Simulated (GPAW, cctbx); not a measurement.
# What do these deviations say about the bonding?

Tl2IrBr6, Fm-3m (no. 225), a = 10.4288 Å, b = 10.4288 Å, c = 10.4288 Å, α = 90.00°, β = 90.00°, γ = 90.00°.

```csv
atom,mult.,x,y,z
Tl1,8,1/4,1/4,3/4
Ir1,4,0,0,0
Br1,24,1/2,0,0.7387
```

The cell comes from substitution in a known structure type and wasn't matched to any measured phase.

Absolute values of the static structure factors of the conventional cell from DFT (PBE, GPAW) against free spherical atoms, in electrons:

| hkl | d (Å) | free atoms | crystal |
| --- | --- | --- | --- |
| 111 | 6.021 | 352.54 | 352.95 |
| 020 | 5.214 | 59.84 | 58.76 |
| 022 | 3.687 | 631.75 | 630.18 |
| 131 | 3.144 | 256.99 | 257.21 |
| 222 | 3.010 | 998.38 | 999.58 |
| 040 | 2.607 | 1485.13 | 1485.86 |
| 133 | 2.393 | 180.73 | 180.40 |
| 042 | 2.332 | 74.51 | 74.55 |
| 242 | 2.129 | 563.22 | 564.53 |
| 333 | 2.007 | 115.19 | 114.59 |

**Question.** Which way does charge move, and which reflections show it best?

Project each element's phase sum on the total phase. At low angle |F| should rise if density moves to atoms that scatter in phase and fall if it moves to atoms that scatter against it.

| hkl | Tl in phase | Ir in phase | Br in phase | change (e) | (%) |
| --- | --- | --- | --- | --- | --- |
| 111 | 0.0 | +4.0 | +1.7 | +0.41 | +0.1 |
| 020 | +8.0 | -4.0 | -8.1 | -1.08 | -1.8 |
| 022 | +8.0 | +4.0 | -7.8 | -1.58 | -0.2 |
| 131 | 0.0 | +4.0 | -0.6 | +0.23 | +0.1 |
| 222 | +8.0 | -4.0 | +23.8 | +1.20 | +0.1 |
| 040 | +8.0 | +4.0 | +23.7 | +0.72 | 0.0 |
| 133 | 0.0 | +4.0 | -2.8 | -0.33 | -0.2 |
| 042 | +8.0 | -4.0 | -7.8 | +0.04 | +0.1 |

Low-angle reflections that set elements apart and change by more than 0.05 e: 111, 020, 022, 131, 222 and 133. The real-space density gives Voronoi charges Tl +0.30, Ir +0.05, Br -0.11 e. The signs that these charges predict hold for 020, 022, 222 and 133 and fail for 111 and 131, so the simple rule can't give the direction here. The reflections see the density near the nuclei and the atoms' change of size and shape; Voronoi cells count what crosses the midplanes.

[Outputs are excerpts: Python notices, other lines and further rows are left out; steps that failed or that the build refused (PBEsol, TPSS) are not shown.]

[Logs are printed without paths, hosts, clocks, repeated set-up lines and the standing remarks that a program may print on its own settings, such as how far it seeks lower states.]
